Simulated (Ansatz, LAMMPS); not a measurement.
**Electronic structure of liquid (Cs,K,Li)F at 1190 K (82 atoms)**

What does DFT give for liquid (Cs,K,Li)F at 1190 K (82 atoms) as built?

Main program and level: Ansatz 0.2.0; Kohn-Sham DFT, PBEsol, PAW (set soft_2), plane waves.

### 1. The structure

The cell holds 82 atoms: 15 Cs, 8 K, 18 Li and 41 F. Cell: a = 12.696 Å, b = 12.696 Å, c = 12.696 Å, α = 90.0°, β = 90.0°, γ = 90.0°. 82 atoms (15 Cs, 8 K, 18 Li, 41 F) placed at random at 2.6 g/cm³, melted at 1800 K for 10 ps at fixed volume with the Lennard-Jones and Coulomb ion parameters for SPC/E (Joung and Cheatham, J. Phys. Chem. B 112, 9020 (2008)), full charges. Snapshot at the end of a hold of 20 ps at 1190 K and fixed volume.

Limits known from the start: The starting topology of bonds comes from the classical model, and needn't be the one that DFT or experiment would give. The ion parameters were fitted for water, not for melts, so the starting structure of this cell may lie well off the real melt's. The Brillouin zone is sampled at Γ only, in a cell whose shortest periodic width is 13 Å. The levels lack spin–orbit coupling, which is large for the heavy elements here.

### 2. How the cell was made

A classical potential supplies the starting structure, since it reaches far longer times than DFT.

This step: classical MD, Lennard-Jones and Coulomb ion parameters for SPC/E (Joung and Cheatham, J. Phys. Chem. B 112, 9020 (2008)), full charges (LAMMPS 22 Jul 2025 - Update 4).

The input, in.lmp:

```
# melt-quench of Cs15K8Li18F41
units metal
atom_style charge
boundary p p p
region box block 0 12.6958 0 12.6958 0 12.6958
create_box 4 box
mass 1 132.9055   # Cs
mass 2 39.0983   # K
mass 3 6.9400   # Li
mass 4 18.9984   # F
create_atoms 1 random 15 886784 NULL overlap 2.1 maxtry 2000
create_atoms 2 random 8 886791 NULL overlap 2.1 maxtry 2000
create_atoms 3 random 18 886798 NULL overlap 2.1 maxtry 2000
create_atoms 4 random 41 886805 NULL overlap 2.1 maxtry 2000
pair_style lj/cut/coul/long 9.0
pair_modify mix arithmetic tail yes
pair_coeff 1 1 0.003897 3.6010   # Cs
pair_coeff 2 2 0.018634 2.8384   # K
pair_coeff 3 3 0.014602 1.4094   # Li
pair_coeff 4 4 0.000321 4.0215   # F
set type 1 charge 1
set type 2 charge 1
set type 3 charge 1
set type 4 charge -1
kspace_style pppm 1.0e-4
neigh_modify delay 0 every 1 check yes
thermo_style custom step time temp pe press density
thermo_modify norm yes
timestep 0.002
thermo 100
min_style cg
minimize 1e-4 1e-4 200 2000
reset_timestep 0
velocity all create 1800 886785 mom yes dist gaussian
# [... 14 lines left out ...]
compute msd all msd com yes
thermo 2500
fix md all nvt temp 1190 1190 0.2
run 10000 post no
print "== T1190: mean square displacement over the hold $(c_msd[4]:%.2f) A^2"
unfix md
uncompute msd
write_dump all custom T1190.dump id type xs ys zs modify sort id
```

The run is started by

```bash
lmp -in in.lmp -log none -nocite
```

Numbers of over 12 decimals in the logs are rounded to 6 here.

What it wrote:

```text
LAMMPS (22 Jul 2025 - Update 4)
Created orthogonal box = (0 0 0) to (12.6958 12.6958 12.6958)
Created 15 atoms
Created 8 atoms
Created 18 atoms
Created 41 atoms
PPPM initialization ...
  G vector (1/distance) = 0.31232291
  grid = 9 9 9
  estimated relative force accuracy = 6.9587022e-05
   Step          Time           Temp          PotEng         Press         Density
         0   0              0             -0.5750321      214608.71      2.6049782
        93   0.186          0             -4.4981502     -11278.171      2.6049782
Loop time of 0.0371197 s on 1 MPI rank(s) for 93 steps with 82 atoms
Minimization stats:
  Stopping criterion = energy tolerance
[... 18 lines left out ...]
Loop time of 1.17672 s on 1 MPI rank(s) for 5000 steps with 82 atoms
   Step          Time           Temp          PotEng         Press         Density
[... 5 lines left out ...]
Loop time of 0.580699 s on 1 MPI rank(s) for 2500 steps with 82 atoms
   Step          Time           Temp          PotEng         Press         Density
[... 2 lines left out ...]
     12500   25             1310.3874     -4.3335331      3001.2136      2.6049782
     15000   30             1109.227      -4.3382733      1533.743       2.6049782
     17500   35             1350.538      -4.3327461     -1274.8874      2.6049782
     18500   37             1270.5269     -4.3403325      741.37084      2.6049782
Loop time of 2.28702 s on 1 MPI rank(s) for 10000 steps with 82 atoms
== T1190: mean square displacement over the hold 41.96 A^2
```

Wall time 4.4 s (1 thread of Arm Neoverse V1, shared host); peak memory 0.07 GiB.

### 3. Plane-wave single point

One self-consistent run at the given positions yields energy and forces.

The input, input.yaml:

```yaml
crystal:
  lattice:
    - [12.6958, 0.0, 0.0]
    - [0.0, 12.6958, 0.0]
    - [0.0, 0.0, 12.6958]
  atoms:
    - { symbol: Cs, position: [0.8061, 0.69491, 0.37248] }
    - { symbol: Cs, position: [0.06893, 0.15118, 0.53157] }
    - { symbol: Cs, position: [0.2667, 0.74351, 0.52176] }
    - { symbol: Cs, position: [0.46314, 0.77094, 0.8339] }
    - { symbol: Cs, position: [0.19355, 0.96492, 0.28318] }
    - { symbol: Cs, position: [0.26499, 0.74108, 0.12207] }
    - { symbol: Cs, position: [0.91987, 0.91029, 0.60621] }
    - { symbol: Cs, position: [0.13148, 0.95798, 0.93392] }
    - { symbol: Cs, position: [0.59235, 0.65651, 0.14823] }
    - { symbol: Cs, position: [0.68321, 0.97846, 0.4898] }
    - { symbol: Cs, position: [0.18518, 0.26855, 0.16161] }
    - { symbol: Cs, position: [0.67932, 0.30078, 0.49301] }
    - { symbol: Cs, position: [0.485, 0.1203, 0.76359] }
    - { symbol: Cs, position: [0.98765, 0.44273, 0.38931] }
    - { symbol: Cs, position: [0.71222, 0.94619, 0.11236] }
    - { symbol: K, position: [0.77151, 0.36302, 0.09253] }
    - { symbol: K, position: [0.82945, 0.12794, 0.86372] }
    - { symbol: K, position: [0.0236, 0.51611, 0.0611] }
    - { symbol: K, position: [0.16027, 0.50407, 0.61354] }
    - { symbol: K, position: [0.57467, 0.74688, 0.51669] }
    - { symbol: K, position: [0.44953, 0.17816, 0.26601] }
    - { symbol: K, position: [0.10935, 0.3203, 0.87305] }
    - { symbol: K, position: [0.5835, 0.45307, 0.84338] }
    - { symbol: Li, position: [0.85348, 0.80434, 0.82697] }
    - { symbol: Li, position: [0.62162, 0.22317, 0.97162] }
    - { symbol: Li, position: [0.93351, 0.93103, 0.26384] }
    - { symbol: Li, position: [0.4356, 0.98813, 0.04656] }
    - { symbol: Li, position: [0.25989, 0.56135, 0.86802] }
    - { symbol: Li, position: [0.96558, 0.78166, 0.07498] }
    - { symbol: Li, position: [0.94075, 0.168, 0.09624] }
    - { symbol: Li, position: [0.35766, 0.97377, 0.54896] }
    - { symbol: Li, position: [0.92917, 0.49908, 0.80422] }
    - { symbol: Li, position: [0.84521, 0.18797, 0.27036] }
    - { symbol: Li, position: [0.78111, 0.60393, 0.67544] }
    - { symbol: Li, position: [0.88161, 0.30295, 0.64412] }
    - { symbol: Li, position: [0.42077, 0.4558, 0.04836] }
    - { symbol: Li, position: [0.02256, 0.696, 0.86684] }
    - { symbol: Li, position: [0.30282, 0.54064, 0.35536] }
    - { symbol: Li, position: [0.40564, 0.26722, 0.47994] }
    - { symbol: Li, position: [0.48269, 0.8549, 0.28405] }
    - { symbol: Li, position: [0.45333, 0.51324, 0.61477] }
    - { symbol: F, position: [0.54405, 0.58785, 0.97053] }
    - { symbol: F, position: [0.41617, 0.93453, 0.39771] }
    - { symbol: F, position: [0.97256, 0.31843, 0.18353] }
    - { symbol: F, position: [0.02733, 0.83807, 0.79987] }
    - { symbol: F, position: [0.3062, 0.52347, 0.1563] }
    - { symbol: F, position: [0.55013, 0.35067, 0.04924] }
    - { symbol: F, position: [0.47149, 0.83988, 0.11956] }
    - { symbol: F, position: [0.83002, 0.74337, 0.16236] }
    - { symbol: F, position: [0.78873, 0.5128, 0.22535] }
    - { symbol: F, position: [0.89043, 0.26383, 0.46545] }
    - { symbol: F, position: [0.06079, 0.85823, 0.18478] }
    - { symbol: F, position: [0.55399, 0.08421, 0.99387] }
    - { symbol: F, position: [0.38054, 0.72936, 0.33835] }
    - { symbol: F, position: [0.19057, 0.9889, 0.51765] }
    - { symbol: F, position: [0.47863, 0.89115, 0.63948] }
    - { symbol: F, position: [0.50521, 0.37486, 0.6096] }
    - { symbol: F, position: [0.88024, 0.9861, 0.40873] }
    - { symbol: F, position: [0.45792, 0.13427, 0.53584] }
    - { symbol: F, position: [0.67027, 0.15714, 0.34253] }
    - { symbol: F, position: [0.30803, 0.59809, 0.72233] }
    - { symbol: F, position: [0.03744, 0.32694, 0.67727] }
    - { symbol: F, position: [0.62679, 0.82123, 0.30936] }
    - { symbol: F, position: [0.93042, 0.41015, 0.91875] }
    - { symbol: F, position: [0.88809, 0.66796, 0.76474] }
    - { symbol: F, position: [0.35659, 0.52339, 0.49215] }
    - { symbol: F, position: [0.09401, 0.69922, 0.00118] }
    - { symbol: F, position: [0.30333, 0.30424, 0.35276] }
    - { symbol: F, position: [0.66618, 0.22884, 0.81868] }
    - { symbol: F, position: [0.13819, 0.58114, 0.42831] }
    - { symbol: F, position: [0.82484, 0.44252, 0.6834] }
    - { symbol: F, position: [0.95969, 0.07729, 0.22465] }
    - { symbol: F, position: [0.03381, 0.17504, 0.95641] }
    - { symbol: F, position: [0.31303, 0.08001, 0.14166] }
    - { symbol: F, position: [0.34623, 0.92987, 0.91319] }
    - { symbol: F, position: [0.31283, 0.40866, 0.93878] }
    - { symbol: F, position: [0.11061, 0.56242, 0.82219] }
    - { symbol: F, position: [0.86235, 0.87848, 0.96616] }
    - { symbol: F, position: [0.79019, 0.16277, 0.04891] }
    - { symbol: F, position: [0.81659, 0.09031, 0.64695] }
    - { symbol: F, position: [0.59602, 0.61077, 0.68034] }
    - { symbol: F, position: [0.77119, 0.74744, 0.58167] }
kpoints:
  mp_grid: { grid: [1, 1, 1] }
hamiltonian:
  xc: pbesol
scf:
  occupations: { method: fixed }
output:
  forces: true
  stress: true
  populations: true
  dos:
    method: { smearing: { sigma: 0.1 } }
    de: 0.1
    projected: { site_lists: { Cs: [Cs], F: [F], K: [K], Li: [Li] } }
  eigenvalues: true
  write_density: true
  write_potential: true
  volumetric_format: npy
```

The run is started by

```bash
ansatz run input.yaml --threads 8 --pin off --max-ram 15872MiB --backend cpu --events-out ev --progress --plain --runs-dir out
```

What it wrote:

```text
Engine: ansatz 0.2.0, aarch64-unknown-linux-gnu
Pseudopotentials: kind: paw
Pseudopotential: Cs, paw, valence charge 9, recommended cutoff 420 eV (normal), Cs.paw.azcp
Pseudopotential: K, paw, valence charge 9, recommended cutoff 420 eV (normal), K.paw.azcp
Pseudopotential: Li, paw, valence charge 3, recommended cutoff 420 eV (normal), Li.paw.azcp
Pseudopotential: F, paw, valence charge 7, recommended cutoff 420 eV (normal), F.paw.azcp
[... 3 lines on functional and potentials left out ...]
Crystal: 82 atoms, lattice volume = 2046.351 Å³
Basis set: ecut = 420 eV, 40099 PW (Γ), exchange–correlation on 180×180×180 points (8 copies of the dense FFT grid, shifted against one another)
Bands: 356, of which v1, the nominal top of the filled ones, is band 274 counted from 1 (273 counted from 0)
Symmetry: 1 space group operations
Space group: P1 (ITA 1), of the structure as read, at distance tolerance 1.3e-4 Å
k-points: 1
[...]
atom   7  Cs     0.52359033    -0.27210718     0.16567138
  atom   8  Cs     0.10233028     0.27032638     0.23973566
[...]
atom  13  Cs     0.03445154    -0.13030804    -0.13413893
  atom  14  Cs    -0.43950327    -0.24817282    -0.45721298
[...]
atom  81  F     -0.04918749    -0.30748014    -0.18796257
  atom  82  F     -0.07403705    -0.29001209     0.10529681
  max |Σ_I F_I| component: 1.47e-4 eV/Å
--- Stress (GPa, compression-positive) ---
       -3.260794       0.219535      -0.062111
        0.219534      -2.416645       0.113836
       -0.062112       0.113835      -2.884383
  P = ⅓ Tr σ = -2.8539 GPa (-28.539 kbar)
--- Band table (eV) ---
  k-point 0: bands = ["-43.9982", "-43.5070", "-43.0495", "-42.9788", [... 340 levels ...], "8.6114", "8.6615", "8.7146", "8.7340", "8.7530", "8.7807", "8.8011", "8.8843", "8.9275", "8.9418", "8.9677", "8.9970"]
--- Löwdin populations: 82 sites ---
  site symbol       q [e]
     0     Cs      8.0541
     1     Cs      8.0632
     2     Cs      8.0360
[...]
81      F      7.7738
  spilling = 0.006756 (of n_electrons = 548.000000)
[key lines of the parts left out:]
SCF converged after 9 iterations
Free energy (F): -132479.206256 eV
Fermi energy:    0.543177 eV
```

Wall time 22 s (8 threads of Arm Neoverse V1, shared host); peak memory 2.5 GiB; 2.5 min of CPU time.

In the SCF lines HF is the Harris–Foulkes energy and dr2 the Hartree energy of the density residual, in eV; the loop may stop once dr2 is under the threshold and the program's other checks hold. Hψ counts applications of the Hamiltonian.

The program notes that the exchange-correlation potential is rough where the density is thin.

Read from the output:

- free energy: -132479.2063 eV
- free energy per atom: -1615.6001 eV/atom
- SCF cycles: 9
- pressure: -2.854 GPa
- r.m.s. force component: 0.4319 eV/Å
- longest force: 1.618 eV/Å
- Fermi energy: 0.5432 eV
- gap (highest filled to lowest empty level): 3.741 eV
- spilling of the projection: 0.006756

Length of the force by element:

```tsv
element	coordination	atoms	mean length of the force (eV/Å)	spread	least	most
Cs	all	15	0.596	0.328	0.190	1.39
F	all	41	0.713	0.337	0.203	1.62
K	all	8	0.501	0.141	0.190	0.701
Li	all	18	0.738	0.285	0.336	1.25
```

Löwdin charges by element (they lack the spilled electrons, 0.045 e an atom on average):

```tsv
element	coordination	atoms	mean charge (e)	spread	least	most
Cs	all	15	0.943	0.0094	0.928	0.964
F	all	41	-0.766	0.0087	-0.783	-0.748
K	all	8	0.847	0.0147	0.813	0.862
Li	all	18	0.789	0.0143	0.766	0.811
```

States in the cell by windows of 1 eV, zero at the Fermi level; the larger projections on atomic orbitals stand beside the total:

```tsv
from (eV)	to (eV)	total	F p	Cs p	K p
-18	-13	0.0	0.0	0.0	0.0
-13	-12	6.4	0.0	0.0	6.4
-12	-11	40.7	0.3	0.0	40.1
-11	-10	0.9	0.0	0.0	0.9
-10	-8	0.0	0.0	0.0	0.0
-8	-7	1.7	0.0	1.6	0.0
-7	-6	59.2	2.4	55.9	0.0
-6	-5	29.1	1.2	27.6	0.0
-5	-4	0.0	0.0	0.0	0.0
-4	-3	4.3	4.1	0.0	0.0
-3	-2	39.3	37.2	0.4	0.1
-2	-1	139.4	133.2	1.7	0.2
-1	0	62.1	59.3	1.5	0.0
0	1	0.9	0.9	0.0	0.0
1	3	0.0	0.0	0.0	0.0
3	4	2.0	0.0	0.0	0.0
4	5	8.8	0.4	0.1	0.0
```

With fixed occupations the program's Fermi level is the highest filled level; weight inside the gap is the broadening of levels at its edges.

Between -26 and -18 eV lie 112 more states.

The stored curve holds about 496 of the 548 electrons; the rest, give or take the few that broadening carries across the Fermi level, lie in deeper levels below its range.

The levels nearest the highest filled one (over half full), pooled over k-points and spins:

```tsv
level less the highest filled one (eV)	occupation
-0.524	2
-0.469	2
-0.4	2
-0.360	2
-0.235	2
0	2
3.74	0
4.64	0
4.72	0
4.78	0
4.87	0
5.03	0
```

Electrostatic potential energy in the ac plane at fractional y = 0.163, with atoms of Cs and K and Li and F within 0.2 Å of it. With pseudopotentials it is smooth inside the atoms' cores, unlike the true potential.

Ten even steps from '0' (-30 eV) to '9' (8 eV), each cell a mean:
```
000799999999999999999877899999999997
202899999999999999999888899876578998
989999999999999998899999998730026899
999999999999998766678999999730016899
999999999999987522236899999875467899
999999999999887312125899999998888999
999999999999987522246899999999999999
999999999999998876678999999999999999
887788899999999999999999999999999998
532247889999999989999999999999999988
222214789999999411899999999999999986
222214789999999512899999999999999986
532236899999999999999999999999999998
877778899999999999999999999999999999
998889999999998888999995469999999999
999999999999988667889960007998888999
999999999999874101589983249985347899
999998889999872000278999999873126899
999988888999985211588999999887568899
999888778999998777889999999998888888
889888778999999999999999999999987446
789988889999999999999999999645884003
899999999999999999999999998000487446
768999999999999999999888899412799889
```
Columns run along a (12.7 Å; values clipped at the 3rd and 97th percentile), rows up along c (12.7 Å). Atoms in or near the plane, at fractional coordinates: Cs at (0.07, 0.53), K at (0.45, 0.27), Li at (0.94, 0.10), F at (0.67, 0.34), F at (0.03, 0.96), F at (0.79, 0.05).

Valence density in the ac plane at fractional y = 0.163, with atoms of Cs and K and Li and F within 0.2 Å of it. It is the smooth field of the valence electrons, not physical close to the nuclei.

Ten steps, logarithmic in the rise over the least value, from '0' (0 e/Å³) to '9' (10 e/Å³), each cell a mean:
```
898520000000000000122211001232210024
787410000000000000011110000134431124
343200000000000001100011111356753112
000000000000001233321123322357763100
000000000000002345543223331134432000
000000000000013455553211210001110000
000000000000002345543100000001100000
000000000000001223321000000122210000
122211000000000111100000000123210000
344442100000001344210000000011110002
454454200000013687420000000000000013
543454200000013677420000000000000013
345543100000001233210000000000001012
122221000000000010000012221000000000
000000000000000000000136753100000000
000000000000001333100259985200000000
000000000000024676421147763102431000
000000000000036777521012221004762111
100001111000124666410000000001211121
000011221111111222100000000000000111
000011221122210000000000000111101452
000001111111100000000000012566424885
111000000000000000011100014899632452
454210000000000000122210013687520012
```
Columns run along a (12.7 Å), rows up along c (12.7 Å). Atoms in or near the plane, at fractional coordinates: Cs at (0.07, 0.53), K at (0.45, 0.27), Li at (0.94, 0.10), F at (0.67, 0.34), F at (0.03, 0.96), F at (0.79, 0.05).

Mean Löwdin charges: Cs +0.94, F -0.77, K +0.85, Li +0.79 e (they miss 0.68 % of the electrons, so they add up to more than the cell's charge).

### 4. Structure statistics

These statistics describe the geometry on which the runs were made.

Density 2.60 g/cm³, 24.96 Å³ an atom.

Pair distribution functions g(r), in bins of 0.2 Å:

```tsv
r (Å)	total	F-F	F-Li	F-Cs	F-K	Li-Li	Li-Cs
1.80	0.21	0.00	0.96	0.00	0.00	0.00	0.00
2.00	1.34	0.00	6.12	0.00	0.00	0.00	0.00
2.20	1.39	0.00	6.35	0.00	0.00	0.00	0.00
2.40	0.62	0.00	1.91	0.43	1.30	0.00	0.00
2.60	0.89	0.00	0.67	1.14	4.72	1.54	0.00
2.80	1.17	0.62	0.29	3.58	2.47	1.24	0.00
3.00	1.19	0.84	0.49	2.96	2.25	1.11	0.00
3.20	1.03	2.08	0.22	1.29	0.72	0.47	0.88
3.40	1.29	1.85	0.30	1.04	0.84	2.16	1.83
3.60	1.00	1.26	0.17	1.25	0.76	1.16	1.39
3.80	1.01	1.34	0.38	1.11	0.68	0.68	1.67
4.00	0.95	1.15	0.28	0.25	0.62	2.48	2.66
4.20	0.73	0.66	0.44	0.45	0.28	0.00	1.71
4.40	0.94	0.96	0.63	0.47	0.91	1.06	1.88
4.60	1.01	0.73	1.46	0.62	1.52	0.23	0.86
4.80	0.88	0.97	1.29	0.62	0.33	0.22	0.92
5.00	0.96	0.74	1.27	0.68	1.39	0.61	1.09
5.20	1.12	1.03	1.67	1.36	1.11	0.00	0.55
5.40	1.10	1.40	1.10	1.18	1.20	0.34	0.73
5.60	0.87	0.83	1.10	1.22	0.56	0.48	0.95
5.80	0.97	0.89	0.98	1.38	0.89	0.58	0.89
6.00	1.06	0.94	0.98	1.29	1.15	1.81	0.51
6.20	0.93	0.83	1.15	0.86	1.15	0.64	0.63
```

The surroundings of F52, which bears the longest force, nearest first, numbered as they follow in the input and with coordinates relative to it.

```tsv
atom	x	y	z	distance (Å)	Löwdin charge (e)	Fx	Fy	Fz (eV/Å)
F52	0.00	0.00	0.00	0.00	-0.77	-1.43	-0.54	-0.53
Li29	-1.21	-0.97	-1.39	2.09	0.77	-0.36	0.37	0.49
Li26	-1.62	0.92	1.00	2.11	0.78	0.38	0.73	0.25
Cs5	1.69	1.35	1.25	2.50	0.94	0.86	0.67	0.86
Cs6	2.59	-1.49	-0.80	3.09	0.93	0.58	-0.21	0.34
F72	-1.28	2.78	0.51	3.10	-0.75	-0.64	0.48	-0.58
F67	0.42	-2.02	-2.33	3.11	-0.76	-1.34	0.09	-0.14
F49	-2.93	-1.46	-0.28	3.29	-0.76	0.85	0.62	-0.27
Cs8	0.90	1.27	-3.18	3.54	0.94	0.10	0.27	0.24
F78	-2.52	0.26	-2.78	3.76	-0.76	0.23	-0.64	-0.69
```

### 5. Summary of results

| Quantity | Value |
| --- | --- |
| free energy per atom | -1615.6001 eV/atom |
| pressure | -2.854 GPa |
| r.m.s. force component | 0.4319 eV/Å |
| gap (highest filled to lowest empty level) | 3.741 eV |
| wall time of the 1 DFT run | 22 s |

What this shows: Between filled and empty levels lie 3.74 eV (at Γ alone); a semilocal functional tends to put such gaps too low. In a disordered cell it changes from sample to sample and from frame to frame.

What to keep in mind: The force components of 0.43 eV/Å r.m.s. come partly from thermal motion and partly from the difference between the classical potential and DFT. The pressure of -2.9 GPa is that of one thermal frame, in which the classical model's bond lengths enter as well as the volume, without the kinetic term.

[Logs are printed without paths, hosts, clocks, repeated set-up lines and the standing remarks that a program may print on its own settings, such as how far it seeks lower states.]

[Hosts, paths, dates, database ids (printed as entryN), source tags and the programs' standing remarks are cut or masked in the printed files.]
